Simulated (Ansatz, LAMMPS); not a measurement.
**What do other settings change for glassy 63SiO2-16Na2O-21K2O (mol %) (114 atoms)?**

Density of this cell: 2.61 g/cm³. The cell holds 114 atoms: 24 Si, 12 Na, 16 K and 62 O. Its edges and angles: a = 11.776 Å, b = 11.776 Å, c = 11.776 Å, α = 90.0°, β = 90.0°, γ = 90.0°. 114 atoms (24 Si, 12 Na, 16 K, 62 O) placed at random at 2.46 g/cm³, melted at 4000 K for 10 ps at fixed volume with the Morse and Coulomb pair potential with partial charges (Pedone, Malavasi, Menziani, Cormack and Segre, J. Phys. Chem. B 110, 11780 (2006)). Quenched from 4000 K to 300 K at 10 K/ps and fixed volume, held 10 ps at zero pressure.

Geometry: as built.

Reference run: Kohn-Sham DFT, PBE, PAW (set soft_2), plane waves (Ansatz 0.2.0), cutoff 420 eV, Γ point, fixed occupations.

* r.m.s. force component: 1.336 eV/Å
* pressure: 6.787 GPa
* gap (highest filled to lowest empty level): 2.996 eV
* SCF cycles: 9
* time: 17 s on 8 threads of Arm Neoverse V2, shared host

**Question.** The same geometry is run again with each of these changes. How far do the results move, and how long does each run take?
- support functions low
- support functions medium
- support functions medium, radius 3.6 Å
- support functions medium, radius 3.86 Å

Differences are against the plane-wave reference (Kohn-Sham DFT, PBE, PAW (set soft_2), plane waves), whose r.m.s. force component is 1.34 eV/Å. Energies are set beside the reference only for runs with its functional, potentials and electron count. Times are for 8 threads of Arm Neoverse V2, shared host. The reference's time includes the DOS, ELF, the stress and grids, which some other runs skip.

```
                                    run  Δ force, r.m.s. (meV/Å)  share of r.m.s. force (%)  Δ energy (meV/atom)  Δ gap (eV)  cycles  time  host memory (GiB)
                              reference                        -                          -                    -           -       9  17 s                2.4
                  support functions low                    0.537                     0.0402                -4.12      2.0e-4      13  78 s                5.2
               support functions medium                    0.462                     0.0346                -4.12      4.0e-4      14  84 s                5.2
 support functions medium, radius 3.6 Å                    0.506                     0.0379                -4.12      3.0e-4      14  76 s                5.0
support functions medium, radius 3.86 Å                    0.443                     0.0332                -4.12      4.0e-4      14  91 s                5.6
```

Among numerical settings the force difference runs from 0.44 meV/Å (support functions medium, radius 3.86 Å) to 0.54 meV/Å (support functions low). At 114 atoms the fastest of the runs at a preset level, support functions low, takes roughly 4.6 times the time of plane waves (whose run also made extra analyses, so the like-for-like ratio is larger), in 13 SCF cycles against 9. Differences between support functions and plane waves include what basis error the plane-wave run still has. The force difference hardly changes among these support-function runs, which points to the basis of the plane-wave reference as its main source. 

[Logs are printed without paths, hosts, clocks, repeated set-up lines and the standing remarks that a program may print on its own settings, such as how far it seeks lower states.]

[Hosts, paths, dates, database ids (printed as entryN), source tags and the programs' standing remarks are cut or masked in the printed files.]
